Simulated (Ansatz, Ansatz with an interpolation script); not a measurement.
# Settings in Wannier-interpolated G0W0: YPO4 (I4_1/amd), part 2 of 2

How do the Wannier model and the GW settings move the interpolated bands of YPO4 (I4_1/amd)?

Ansatz 0.2.0; maximally localised Wannier functions, LDA, plane waves, PAW; PAW set soft_1. Known limits of the many-body steps: not at the basis limit; no spin-orbit coupling; coarse k mesh.

So far. Step 3 (Wannier model on 4×4×4): Near the gap the model misses directly solved bands by 3.4 meV r.m.s. and by 69 meV at most in the window tested. This tests the starting bands, not the corrections carried with them. Step 5 (G0W0: 4×4×4 mesh, 597 empty bands, screening to 150 eV …): The G0W0 gap on the mesh is 8.522 eV.

The database entry behind the starting cell differs from later determinations by our own check (impure mineral, about 0.2 % long), so it need not match the best structure at ambient conditions.

**6. G0W0: 2×2×2 mesh, 597 empty bands, screening to 150 eV, PAW set soft_1 files**

Level of this step: G0W0 on LDA, plane waves, PAW; PAW set soft_1 (Ansatz).

Input file input.yaml:

```yaml
crystal:
  lattice:
    - [-3.44735, 3.44735, 3.0138]
    - [3.44735, -3.44735, 3.0138]
    - [3.44735, 3.44735, -3.0138]
  atoms:
    - { symbol: "Y", position: [0.75, 0.25, 0.5] }
    - { symbol: "Y", position: [0.0, 0.0, 0.0] }
    - { symbol: P, position: [0.5, 0.5, 0.0] }
    - { symbol: P, position: [0.25, 0.75, 0.5] }
    - { symbol: O, position: [0.1661, 0.3408, 0.8253] }
    - { symbol: O, position: [0.0908, 0.7655, 0.6747] }
    - { symbol: O, position: [0.5155, 0.3408, 0.1747] }
    - { symbol: O, position: [0.0908, 0.4161, 0.3253] }
    - { symbol: O, position: [0.5839, 0.9092, 0.6747] }
    - { symbol: O, position: [0.6592, 0.8339, 0.1747] }
    - { symbol: O, position: [0.2345, 0.9092, 0.3253] }
    - { symbol: O, position: [0.6592, 0.4845, 0.8253] }
kpoints:
  mp_grid: { grid: [2, 2, 2] }
hamiltonian:
  xc: lda
  pseudopotentials: { kind: paw, azcp: { folder: soft_1 }, xc_functional: pbe }
scf:
  occupations: { method: fixed }
gw:
  n_empty_bands: 597
  ecut_chi: 150.0
  qp_bands: [v16, c2]
  screening: { model: contour_deformation }
```

Command:

```sh
> ansatz run input.yaml --threads 2 --pin off --max-ram 92160MiB --backend cuda --events-out ev --progress --plain --runs-dir out --devices 1 --max-vram 13GiB
```

Numbers of over 12 decimals in the logs are rounded to 6 here.

The log of the run:

```text
GPUs: using 1 of 1 available (devices: 1).
[...]
GPU FFT provider: cuFFT
GPU libraries: cuBLAS 13.8.2, cuFFT 12.4.0, cuSOLVER 12.3.4
Crystal: 12 atoms, lattice volume = 143.267 Å³
Basis set: ecut = 420 eV, 2783 PW (Γ)
Bands: 52, of which v1, the nominal top of the filled ones, is band 40 counted from 1 (39 counted from 0)
Symmetry: 16 space group operations
[...]
k-points: 4 of 8
[...]
0    32      4.9414   -25.8149     4.5011   -20.0840  0.7793     3.6948     3.7117  root
[...]
3    39      5.7109   -26.3595     4.3999   -20.7996  0.7841     4.5374     4.5510  root
     3    40      5.7109   -26.3595     4.3999   -20.7996  0.7841     4.5374     4.5510  root
     3    41     13.0583    -9.7543    -4.8961   -16.3714  0.8216    14.8090    14.7792  root
     3    42     13.0583    -9.7543    -4.8961   -16.3714  0.8216    14.8090    14.7792  root
[key lines of the parts left out:]
SCF converged after 8 iterations
Free energy (F): -13402.764379 eV
Fermi energy:    6.408211 eV
```

Elapsed: 19 s, on 1 × NVIDIA H100 80GB HBM3 (shared by 6 runs) with 2 threads of AMD EPYC 7R13 (Zen 3), shared host; peak memory 1.4 GiB.

The G0W0 gap on the mesh is 8.525 eV.

**7. G0W0: 4×4×4 mesh, 277 empty bands, screening to 90 eV, PAW set soft_1 files**

input.yaml, as its differences from that of step 6:

```diff
@@ -19,3 +19,3 @@
 kpoints:
-  mp_grid: { grid: [2, 2, 2] }
+  mp_grid: { grid: [4, 4, 4] }
 hamiltonian:
@@ -26,4 +26,4 @@
 gw:
-  n_empty_bands: 597
-  ecut_chi: 150.0
+  n_empty_bands: 277
+  ecut_chi: 90
   qp_bands: [v16, c2]
```

The log of the run:

```text
GPUs: using 1 of 1 available (devices: 1).
[...]
GPU FFT provider: cuFFT
GPU libraries: cuBLAS 13.8.2, cuFFT 12.4.0, cuSOLVER 12.3.4
Crystal: 12 atoms, lattice volume = 143.267 Å³
Basis set: ecut = 420 eV, 2783 PW (Γ)
Bands: 52, of which v1, the nominal top of the filled ones, is band 40 counted from 1 (39 counted from 0)
Symmetry: 16 space group operations
[...]
k-points: 13 of 64
[...]
0    32      4.9379   -25.7435     4.6862   -20.0848  0.7847     3.9554     3.9655  root
[...]
12    39      5.7078   -26.3035     4.6043   -20.8007  0.7897     4.8014     4.8093  root
    12    40      5.7078   -26.3035     4.6043   -20.8007  0.7897     4.8014     4.8093  root
    12    41     13.0593    -9.7689    -4.6848   -16.3695  0.8238    15.0124    14.9750  root
    12    42     13.0593    -9.7689    -4.6848   -16.3695  0.8238    15.0124    14.9750  root
[key lines of the parts left out:]
SCF converged after 8 iterations
Free energy (F): -13402.785615 eV
Fermi energy:    6.404219 eV
```

The job ended after 29 s (1 × NVIDIA H100 80GB HBM3 (shared by 6 runs) with 2 threads; peak memory 1.4 GiB; 33 s of CPU time).

The G0W0 gap on the mesh is 8.380 eV.

**8. G0W0: 4×4×4 mesh, 597 empty bands, screening to 150 eV, plasmon pole, PAW set soft_1 files**

input.yaml, as its differences from that of step 7:

```diff
@@ -26,5 +26,5 @@
 gw:
-  n_empty_bands: 277
-  ecut_chi: 90
+  n_empty_bands: 597
+  ecut_chi: 150.0
   qp_bands: [v16, c2]
-  screening: { model: contour_deformation }
+  screening: { model: godby_needs }
```

The log of the run:

```text
GPUs: using 1 of 1 available (devices: 1).
[...]
GPU FFT provider: cuFFT
GPU libraries: cuBLAS 13.8.2, cuFFT 12.4.0, cuSOLVER 12.3.4
Crystal: 12 atoms, lattice volume = 143.267 Å³
Basis set: ecut = 420 eV, 2783 PW (Γ)
Bands: 52, of which v1, the nominal top of the filled ones, is band 40 counted from 1 (39 counted from 0)
Symmetry: 16 space group operations
[...]
k-points: 13 of 64
[...]
0    32      4.9379   -25.7435     4.4705   -20.0848  0.8009     3.7398     3.7498  root
[...]
12    39      5.7078   -26.3035     4.4023   -20.8007  0.8011     4.6009     4.6073  root
    12    40      5.7078   -26.3035     4.4023   -20.8007  0.8011     4.6009     4.6073  root
    12    41     13.0593    -9.7689    -4.7642   -16.3695  0.8426    14.9152    14.8956  root
    12    42     13.0593    -9.7689    -4.7642   -16.3695  0.8426    14.9152    14.8956  root
[key lines of the parts left out:]
SCF converged after 8 iterations
Free energy (F): -13402.785615 eV
Fermi energy:    6.404219 eV
```

Run time: 4.6 min. Hardware: 1 × NVIDIA H100 80GB HBM3 (shared by 6 runs) with 2 threads; peak memory 5.3 GiB.

The G0W0 gap on the mesh is 8.499 eV.

**9. Interpolated results**

Times are wall times on 1 × NVIDIA H100 80GB HBM3 (shared by 6 runs) with 2 threads of AMD EPYC 7R13 (Zen 3), shared host, good to a factor of about two.

```csv
GW mesh,empty bands,cutoff (eV),frequency,gap on mesh (eV),gap over zone (eV),direct gap (eV),valence width (eV),GW time
4×4×4,597,150,contour deformation,8.522,8.514,8.522,4.150,1.8 min
2×2×2,597,150,contour deformation,8.525,8.527,8.527,4.143,19 s
4×4×4,277,90,contour deformation,8.380,8.380,8.380,4.221,29 s
4×4×4,597,150,plasmon pole,8.499,8.499,8.499,4.245,4.6 min
```

**10. Summary of results**

| Property | Result |
| --- | --- |
| 4×4×4 mesh, 597 empty bands, screening to 150 eV, PAW set soft_1 files | 8.51 eV |
| 2×2×2 mesh, 597 empty bands, screening to 150 eV, PAW set soft_1 files | 8.53 eV |
| 4×4×4 mesh, 277 empty bands, screening to 90 eV, PAW set soft_1 files | 8.38 eV |
| 4×4×4 mesh, 597 empty bands, screening to 150 eV, plasmon pole, PAW set soft_1 files | 8.50 eV |

What this shows: The largest change, −0.13 eV in the gap over the zone, comes with 4×4×4 mesh, 277 empty bands, screening to 90 eV, PAW set soft_1 files. The first run is a reference, not a converged one, and where a row moves several settings no single cause can be named. Rows on another GW mesh add that mesh's corrections to the bands of the one model. Coarser Wannier mesh (4×4×4): the miss near the gap goes from 1 (the model on 8×8×8) to 3 meV and the total spread from 67.4 to 62.9 Å². With 2×2×2 mesh, 597 empty bands, screening to 150 eV, PAW set soft_1 files the gap over the zone moves by +0.01 eV and that on the mesh by +0.003 eV. With 4×4×4 mesh, 277 empty bands, screening to 90 eV, PAW set soft_1 files the gap over the zone moves by −0.13 eV and that on the mesh by −0.14 eV. With 4×4×4 mesh, 597 empty bands, screening to 150 eV, plasmon pole, PAW set soft_1 files the gap over the zone moves by −0.01 eV and that on the mesh by −0.02 eV. Gaps over the zone and on the mesh differ where an edge lies off the mesh, or where a GW run starts from another density: the starting gap over the zone is 5.801 eV, on the GW meshes it is 5.845 eV and 5.903 eV. The many-body steps are scalar-relativistic: spin-orbit coupling is not in them.

[Paths, hosts, dates, memory and timing lines, banners, echoed tables and standing remarks are left out of the program output.]

[Logs are printed without paths, hosts, clocks, repeated set-up lines and the standing remarks that a program may print on its own settings, such as how far it seeks lower states.]

[Runs of the session that timed out or met a known fault of the program may be left out.]

[Hosts, paths, dates, database ids (printed as entryN), source tags and the programs' standing remarks are cut or masked in the printed files.]
